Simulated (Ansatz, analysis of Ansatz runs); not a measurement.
# N-H pair in ZnSe: local vibrational mode against experiment

Subject: N-H pair in ZnSe. Wanted: its local vibrational mode, in one set-up (PBE, 64-site cell, PBE lattice, 420 eV, k: the single point 1/4 1/4 1/4, symmetric start). The model is a cell of 64 host atoms with N put on another atom's site and H put in between. The frequencies come from force constants among the defect atom and its neighbours, with the masses of the isotopes named. Another start tests whether the structure found is the lowest.

**The experiment.** N-H stretch, 1H: 3194 cm⁻¹ at 9 K, by FTIR absorption and Raman spectroscopy (quoted in “Hydrogen in Compound Semiconductors”, 1993, E.E. Haller, quoting earlier work). N-H wag, 1H: 783 cm⁻¹ at 9 K, by FTIR absorption and Raman spectroscopy (quoted in “Hydrogen in Compound Semiconductors”, 1993, E.E. Haller, quoting earlier work). The calculation is set beside it at the end.

Method: plane-wave PAW DFT, PBE; relaxation of all atoms of a defect supercell, in Ansatz 0.2.0.

### 1. Starting point

The cell holds 65 atoms: 32 Zn, 31 Se, 1 N and 1 H. Cell: a = 11.464 Å, b = 11.464 Å, c = 11.464 Å, α = 90.0°, β = 90.0°, γ = 90.0°. It derives from ZnSe (space group F-43m). Nearest the centre at fractional (0.355, 0.355, 0.605): H65 at 0.39 Å, N16 at 0.64 Å, Zn12 at 2.54 Å, Zn57 at 2.64 Å, Zn42 at 2.64 Å, Zn27 at 2.64 Å, Se6 at 3.74 Å, Se13 at 3.74 Å.

The host's primitive cell comes from a first run (plane-wave PAW DFT, PBE; relaxation of the host's cell and atoms): vectors of 4.053, 4.053 and 4.053 Å. That is 23.54 Å³ an atom, 3.4 % over the diffraction cell's volume. The supercell is built on it.

### 2. Relaxation, charge 0

Every later number rests on the structure around the defect, so the atoms are relaxed at the host's lattice first.

relax/input.yaml reads:

```yaml
relax:
  f_tol: 0.01
  max_steps: 80
  escape_saddle: false
crystal:
  lattice:
    - [11.46365848, 0.0, 0.0]
    - [0.0, 0.0, -11.46365848]
    - [0.0, 11.46365848, 0.0]
  atoms:
    - { symbol: Zn, position: [0.0, 0.0, 0.0] }
    - { symbol: Zn, position: [0.0, 0.25, 0.25] }
    - { symbol: Zn, position: [0.25, 0.0, 0.25] }
    - { symbol: Zn, position: [0.25, 0.25, 0.0] }
    - { symbol: Se, position: [0.125, 0.125, 0.125] }
    - { symbol: Se, position: [0.125, 0.375, 0.375] }
    - { symbol: Se, position: [0.375, 0.125, 0.375] }
    - { symbol: Se, position: [0.375, 0.375, 0.125] }
    - { symbol: Zn, position: [0.0, 0.0, 0.5] }
    - { symbol: Zn, position: [0.0, 0.25, 0.75] }
    - { symbol: Zn, position: [0.25, 0.0, 0.75] }
    - { symbol: Zn, position: [0.227337078, 0.227337078, 0.477337078] }
    - { symbol: Se, position: [0.125, 0.125, 0.625] }
    - { symbol: Se, position: [0.125, 0.375, 0.875] }
    - { symbol: Se, position: [0.375, 0.125, 0.875] }
    - { symbol: "N", position: [0.387587605, 0.387587605, 0.637587605] }
    - { symbol: Zn, position: [0.0, 0.5, 0.0] }
    - { symbol: Zn, position: [0.0, 0.75, 0.25] }
    - { symbol: Zn, position: [0.25, 0.5, 0.25] }
    - { symbol: Zn, position: [0.25, 0.75, 0.0] }
    - { symbol: Se, position: [0.125, 0.625, 0.125] }
    - { symbol: Se, position: [0.125, 0.875, 0.375] }
    - { symbol: Se, position: [0.375, 0.625, 0.375] }
    - { symbol: Se, position: [0.375, 0.875, 0.125] }
    - { symbol: Zn, position: [0.0, 0.5, 0.5] }
    - { symbol: Zn, position: [0.0, 0.75, 0.75] }
    - { symbol: Zn, position: [0.25, 0.5, 0.75] }
    - { symbol: Zn, position: [0.25, 0.75, 0.5] }
    - { symbol: Se, position: [0.125, 0.625, 0.625] }
    - { symbol: Se, position: [0.125, 0.875, 0.875] }
    - { symbol: Se, position: [0.375, 0.625, 0.875] }
    - { symbol: Se, position: [0.375, 0.875, 0.625] }
    - { symbol: Zn, position: [0.5, 0.0, 0.0] }
    - { symbol: Zn, position: [0.5, 0.25, 0.25] }
    - { symbol: Zn, position: [0.75, 0.0, 0.25] }
    - { symbol: Zn, position: [0.75, 0.25, 0.0] }
    - { symbol: Se, position: [0.625, 0.125, 0.125] }
    - { symbol: Se, position: [0.625, 0.375, 0.375] }
    - { symbol: Se, position: [0.875, 0.125, 0.375] }
    - { symbol: Se, position: [0.875, 0.375, 0.125] }
    - { symbol: Zn, position: [0.5, 0.0, 0.5] }
    - { symbol: Zn, position: [0.5, 0.25, 0.75] }
    - { symbol: Zn, position: [0.75, 0.0, 0.75] }
    - { symbol: Zn, position: [0.75, 0.25, 0.5] }
    - { symbol: Se, position: [0.625, 0.125, 0.625] }
    - { symbol: Se, position: [0.625, 0.375, 0.875] }
    - { symbol: Se, position: [0.875, 0.125, 0.875] }
    - { symbol: Se, position: [0.875, 0.375, 0.625] }
    - { symbol: Zn, position: [0.5, 0.5, 0.0] }
    - { symbol: Zn, position: [0.5, 0.75, 0.25] }
    - { symbol: Zn, position: [0.75, 0.5, 0.25] }
    - { symbol: Zn, position: [0.75, 0.75, 0.0] }
    - { symbol: Se, position: [0.625, 0.625, 0.125] }
    - { symbol: Se, position: [0.625, 0.875, 0.375] }
    - { symbol: Se, position: [0.875, 0.625, 0.375] }
    - { symbol: Se, position: [0.875, 0.875, 0.125] }
    - { symbol: Zn, position: [0.5, 0.5, 0.5] }
    - { symbol: Zn, position: [0.5, 0.75, 0.75] }
    - { symbol: Zn, position: [0.75, 0.5, 0.75] }
    - { symbol: Zn, position: [0.75, 0.75, 0.5] }
    - { symbol: Se, position: [0.625, 0.625, 0.625] }
    - { symbol: Se, position: [0.625, 0.875, 0.875] }
    - { symbol: Se, position: [0.875, 0.625, 0.875] }
    - { symbol: Se, position: [0.875, 0.875, 0.625] }
    - { symbol: H, position: [0.335271, 0.335271, 0.585271] }
basis:
  ecutwfc: 420
  xc_grid: 2
hamiltonian:
  xc: pbe
kpoints:
  mp_grid: { grid: [1, 1, 1], shift: [0.25, 0.25, 0.25] }
scf:
  occupations: { method: fermi_dirac, width: 0.01 }
  max_iter: 120
output:
  forces: true
checkpoint:
  write: "../relax.run"
  compress: false
  write_wavefunctions: true
  write_every: 100000
```

Run with:

```console
$ ansatz run input.yaml --threads 4 --pin off --max-ram 7536MiB --backend cpu --events-out ev --progress --plain --runs-dir out
```

Numbers of over 12 decimals in the logs are rounded to 6 here.

What it wrote:

```text
[... repeated set-up lines and file paths are left out, and long positions are rounded to six places ...]
Engine: ansatz 0.2.0, aarch64-unknown-linux-gnu
Pseudopotentials: kind: paw
Pseudopotential: Zn, paw, valence charge 12, recommended cutoff 420 eV (normal), Zn.paw.azcp
Pseudopotential: Se, paw, valence charge 16, recommended cutoff 420 eV (normal), Se.paw.azcp
Pseudopotential: N, paw, valence charge 5, recommended cutoff 420 eV (normal), N.paw.azcp
Pseudopotential: H, paw, valence charge 1, recommended cutoff 420 eV (normal), H.paw.azcp
Functional definition: PBE
  parameter kappa = 0.804
  parameter beta = 0.066725
  exchange = pbe_x(kappa = kappa, mu = beta*pi^2/3)
  correlation = pbe_c(beta = beta)
Crystal: 65 atoms, lattice volume = 1506.502 Å³
Basis set: ecut = 420 eV, 29423 PW (Γ), exchange–correlation on 160×160×160 points (8 copies of the dense FFT grid, shifted against one another)
Bands: 532, of which v1, the nominal top of the filled ones, is band 443 counted from 1 (442 counted from 0)
Symmetry: 6 space group operations
Space group: R3m (ITA 160), of the structure as read, at distance tolerance 1.1e-4 Å
k-points: 1
Non-local potential: Zn, projectors of the file, l = 0: 2, l = 1: 2, l = 2: 3, l = 3: 1
Non-local potential: Se, projectors of the file, l = 0: 2, l = 1: 2, l = 2: 3, l = 3: 1
Non-local potential: N, projectors of the file, l = 0: 2, l = 1: 2, l = 2: 1
Non-local potential: H, projectors of the file, l = 0: 2, l = 1: 1
PAW form: soft (Blöchl's): semilocal exchange-correlation on the pseudo side does not see the compensation charge
PAW one-centre angular grid: Zn, 590 points (default); XC on 64 Gauss nodes
PAW one-centre angular grid: Se, 590 points (default); XC on 64 Gauss nodes
PAW one-centre angular grid: N, 110 points (default); XC on 64 Gauss nodes
PAW one-centre angular grid: H, 110 points (default); XC on 64 Gauss nodes
Initial density: superposition of atomic densities (neutral atoms: chi_scale 0, normalization atom), corrected by the library's trained network
Initial wavefunctions: pseudopotential atomic-orbital guess
Functional: x = pbe(κ = 0.804, μ = 0.219515), c = pbe(β = 0.066725)
SCF iter   1: F=—  HF=-276192.843125 eV  |F-HF|=—  |Δ(HF+E_count)|=         —  Δρ=2.40e-3  dr2=1.64e-1  ethr=1.77e-3  ⟨swp⟩=6.0  Hψ=2073  notcnv=0  defer=7
preconditioner: auto → Resta (q_TF=auto, 2.497 Å⁻¹)  ε∞=5.5  [insulator: Δε(μ)=2.040 eV  Ē_g=10.770 eV  σ=0.010 eV  W_gap=1.00  n_scr=388 (ndim 8)  ℏωp=23.0 eV  f_vac=0.129  D(μ)=0.00/eV (n_scr^D=0)  ε∞_Penn≈5.5]
SCF iter   2: F=—  HF=-276192.817733 eV  |F-HF|=—  |Δ(HF+E_count)|=   2.54e-2  Δρ=1.34e-3  dr2=2.88e-2  ethr=1.85e-5  ⟨swp⟩=3.0  Hψ=904  notcnv=0  defer=85
SCF iter   3: F=—  HF=-276192.813815 eV  |F-HF|=—  |Δ(HF+E_count)|=   3.92e-3  Δρ=5.67e-4  dr2=1.10e-2  ethr=3.25e-6  ⟨swp⟩=2.0  Hψ=739  notcnv=0  defer=85
SCF iter   4: F=—  HF=-276192.812700 eV  |F-HF|=—  |Δ(HF+E_count)|=   1.11e-3  Δρ=1.79e-4  dr2=6.68e-4  ethr=1.24e-6  ⟨swp⟩=4.0  Hψ=737  notcnv=0  defer=85
SCF iter   5: F=—  HF=-276192.812169 eV  |F-HF|=—  |Δ(HF+E_count)|=   5.31e-4  Δρ=1.16e-4  dr2=1.81e-4  ethr=7.54e-8  ⟨swp⟩=2.0  Hψ=820  notcnv=0  defer=85
SCF iter   6: F=—  HF=-276192.812150 eV  |F-HF|=—  |Δ(HF+E_count)|=   1.96e-5  Δρ=4.68e-5  dr2=2.74e-5  ethr=2.05e-8  ⟨swp⟩=2.0  Hψ=731  notcnv=0  defer=85
SCF iter   7: F=—  HF=-276192.812163 eV  |F-HF|=—  |Δ(HF+E_count)|=   1.34e-5  Δρ=1.53e-5  dr2=4.62e-6  ethr=3.10e-9  ⟨swp⟩=2.0  Hψ=795  notcnv=0  defer=85
SCF iter   8: F=-276192.812170 eV  HF=-276192.812169 eV  |F-HF|=9.81e-7  |Δ(HF+E_count)|=   5.91e-6  Δρ=6.23e-6  dr2=7.69e-7  ethr=2.82e-10  ⟨swp⟩=4.0  Hψ=1828  notcnv=0
SCF 1 converged in 8 iterations: F = -276192.812170 eV  dr2 = 7.69e-7
  greatest PAW one-centre occupation: 1.000 electrons in one spin orbital (limit 2), on the Se atom at site 6 (counted from 0), in its partial waves of l = 2
relax step   1: F+E_penalty+E_count = -276192.81216983 eV  Δ(F+E_penalty+E_count) = +0.000e0 eV  max|allowed force component| = 1.256e0 eV/Å  Δτ_max = 0.0000 Å  (8 SCF iters, dr2 threshold 2.50e-6 eV, accepted)
[... the SCF cycles and remarks between the steps are left out from here to the last step ...]
relax step   2: F+E_penalty+E_count = -276193.86899197 eV  Δ(F+E_penalty+E_count) = -1.057e0 eV  max|allowed force component| = 9.356e-1 eV/Å  Δτ_max = 0.1983 Å  (7 SCF iters, dr2 threshold 9.85e-5 eV, accepted)
relax step   3: F+E_penalty+E_count = -276194.29375910 eV  Δ(F+E_penalty+E_count) = -4.248e-1 eV  max|allowed force component| = 3.009e-1 eV/Å  Δτ_max = 0.1949 Å  (7 SCF iters, dr2 threshold 5.47e-5 eV, accepted)
relax step   4: F+E_penalty+E_count = -276194.34393493 eV  Δ(F+E_penalty+E_count) = -5.018e-2 eV  max|allowed force component| = 1.990e-1 eV/Å  Δτ_max = 0.1496 Å  (7 SCF iters, dr2 threshold 9.37e-6 eV, accepted)
relax step   5: F+E_penalty+E_count = -276194.35381493 eV  Δ(F+E_penalty+E_count) = -9.880e-3 eV  max|allowed force component| = 6.994e-2 eV/Å  Δτ_max = 0.0216 Å  (5 SCF iters, dr2 threshold 4.10e-6 eV, accepted)
relax step   6: F+E_penalty+E_count = -276194.35528072 eV  Δ(F+E_penalty+E_count) = -1.466e-3 eV  max|allowed force component| = 8.913e-3 eV/Å  Δτ_max = 0.0071 Å  (6 SCF iters, dr2 threshold 6.04e-7 eV, accepted)
iter 1 solved again at ethr=3.00e-11 eV; its pass at ethr=3.10e-3 eV (dr2=2.66e-7 eV) is discarded
SCF iter   1: F=—  HF=-276194.355660 eV  |F-HF|=—  |Δ(HF+E_count)|=         —  Δρ=2.95e-6  dr2=2.66e-7  ethr=3.00e-11  ⟨swp⟩=1.0  Hψ=1476  notcnv=0  defer=85
SCF iter   2: F=—  HF=-276194.355281 eV  |F-HF|=—  |Δ(HF+E_count)|=   3.79e-4  Δρ=2.05e-6  dr2=1.36e-7  ethr=3.00e-11  ⟨swp⟩=2.0  Hψ=735  notcnv=0  defer=85
SCF iter   3: F=-276194.355281 eV  HF=-276194.355281 eV  |F-HF|=2.49e-8  |Δ(HF+E_count)|=   8.39e-8  Δρ=1.51e-6  dr2=3.25e-8  ethr=1.13e-11  ⟨swp⟩=4.0  Hψ=1596  notcnv=0
SCF 7 converged in 3 iterations: F = -276194.355281 eV  dr2 = 3.25e-8
relax step   7: F+E_penalty+E_count = -276194.35528077 eV  Δ(F+E_penalty+E_count) = -4.936e-8 eV  max|allowed force component| = 8.923e-3 eV/Å  Δτ_max = 0.0000 Å  (3 SCF iters, accepted)
NSCF: frozen V_eff on 1 k-points
the band table was solved once a step of the walk had ended and its energy, with any forces and stress, was formed, with the checks that follow a solve (1595 applications of the Hamiltonian). They found nothing against the state; [...]
SCF converged after 3 iterations
Free energy (F): -276194.355281 eV
Harris-Foulkes:  -276194.355281 eV  (|F-HF|=2.49e-8)
Internal energy: -276194.355281 eV  (E = F + TS)
E sigma→0 (E₀):  -276194.355281 eV
Fermi energy:    7.143732 eV
--- Per-component energies (eV) ---
  E_band       = -12238.020456
  E_kinetic    = 7998.117316
  E_local      = -140595.327641  (includes V_loc(G=0)·N_el)
  E_nonlocal   = 1243.487351
  E_hartree    = 64928.221799
  E_xc         = -7673.946177
  E_vxc        = -4773.461248  (∫ρ·V_xc dr)
  E_paw        = -117891.212507  (= ΣΔE_a)
  E_vpaw       = -5967.277014  (= ΣTr[D̂ρ^β])
  E_aug_tail   = -0.030531  (compensation charges beyond the density's cutoff)
  E_ewald      = -84203.664892
  E_smearing   = -0.000000  (= −TS)
  E_closure    = -0.000000  (closes the sum)
  Σ components = -276194.355281   (vs F -276194.355281, Δ=0.00e0)
--- Forces (eV/Å), atoms counted from 1 ---
  atom   1  Zn     0.00045362     0.00164681    -0.00045362
  atom   2  Zn     0.00122059     0.00122059    -0.00479339
  [... 3 atoms left out ...]
  atom   6  Se    -0.00520177    -0.00520177    -0.00059869
  atom   7  Se     0.00059869    -0.00520177     0.00520177
  [... 4 atoms left out ...]
  atom  12  Zn     0.00190227     0.00190227    -0.00190227
  atom  13  Se    -0.00520177     0.00059869     0.00520177
  atom  14  Se     0.00069163     0.00176958    -0.00046864
  [... 1 atom left out ...]
  atom  16  N      0.00892326     0.00892326    -0.00892326
  [... 10 atoms left out ...]
  atom  27  Zn     0.00252676     0.00233243    -0.00233243
  [... 14 atoms left out ...]
  atom  42  Zn     0.00233243     0.00233243    -0.00252676
  [... 14 atoms left out ...]
  atom  57  Zn     0.00233243     0.00252676    -0.00233243
  [... 7 atoms left out ...]
  atom  65  H     -0.00601543    -0.00601543     0.00601543
  max |Σ_I F_I| component: 1.05e-5 eV/Å
--- Band table (eV) ---
  k-point 0: bands = ["-40.7736", "-40.7734", "-40.7734", "-40.7676", [... 524 left out ...] "13.2590", "13.3809", "13.3809", "13.4086"]
--- Relaxed structure (7 steps of the walk, 7 accepted, 0 SCFs on fresh bases) ---
  F+E_penalty+E_count = -276194.35528077 eV   max|allowed force component| = 8.923e-3 eV/Å
  atoms:
    - { symbol: Zn, position: [-0.000174, -0.000174, -0.001212] }
    - { symbol: Zn, position: [-0.004546, 0.249516, 0.245454] }
    [... 3 atoms left out ...]
    - { symbol: Se, position: [0.121248, 0.376758, 0.371248] }
    - { symbol: Se, position: [0.376758, 0.121248, 0.371248] }
    [... 4 atoms left out ...]
    - { symbol: Zn, position: [0.215544, 0.215544, 0.465544] }
    - { symbol: Se, position: [0.121248, 0.121248, 0.626758] }
    - { symbol: Se, position: [0.132130, 0.377637, 0.868549] }
    [... 1 atom left out ...]
    - { symbol: N, position: [0.392760, 0.392760, 0.642760] }
    [... 10 atoms left out ...]
    - { symbol: Zn, position: [0.278831, 0.486487, 0.736487] }
    [... 14 atoms left out ...]
    - { symbol: Zn, position: [0.486487, 0.278831, 0.736487] }
    [... 14 atoms left out ...]
    - { symbol: Zn, position: [0.486487, 0.486487, 0.528831] }
    [... 7 atoms left out ...]
    - { symbol: H, position: [0.340775, 0.340775, 0.590775] }
```

Wall time 6.3 min (4 threads of Arm Neoverse V1, shared host); peak memory 4.4 GiB; 24 min of CPU time.

Step by step:

```csv
step,energy less that of the first step (eV),largest force component (eV/Å)
1,0.0000,1.2556
2,-1.0568,0.9356
3,-1.4816,0.3009
4,-1.5318,0.1990
5,-1.5416,0.0699
6,-1.5431,0.0089
7,-1.5431,0.0089
```

Forces are held to the 6 operations that the run works with; a distortion that breaks them can't arise in this run.

The atoms that moved most (Å):

```csv
atom,dx,dy,dz,length
Zn27,0.331,-0.155,0.155,0.397
Zn42,-0.155,-0.155,-0.331,0.397
Zn57,-0.155,0.331,0.155,0.397
Zn12,-0.135,-0.135,0.135,0.234
Se38,-0.074,0.082,-0.030,0.114
Se23,0.030,0.082,0.074,0.114
Se45,-0.074,0.030,-0.082,0.114
Se29,0.082,0.030,0.074,0.114
```

The atoms nearest to the centre after the run:

```csv
atom,distance (Å)
H65,0.285
N16,0.747
Zn42,2.302
Zn27,2.302
Zn57,2.302
Zn12,2.772
Se6,3.800
Se7,3.800
Se13,3.800
```

Neighbours of the added atoms: H65: N16 1.03, Zn27 2.47, Zn42 2.47 Å.

Read from the output:

| Quantity | Value |
| --- | --- |
| free energy | -276194.3553 eV |

The relaxation ends 24 meV an atom lower, with a largest force component of 0.0089 eV/Å.

[end of part 1 of 2]

[Logs are printed without paths, hosts, clocks, repeated set-up lines and the standing remarks that a program may print on its own settings, such as how far it seeks lower states.]

[Hosts, paths, dates, database ids (printed as entryN), source tags and the programs' standing remarks are cut or masked in the printed files.]

[For some hosts the program warned that the k-mesh of the response run may be too coarse for force constants and the static dielectric constant; such warnings are not shown here.]
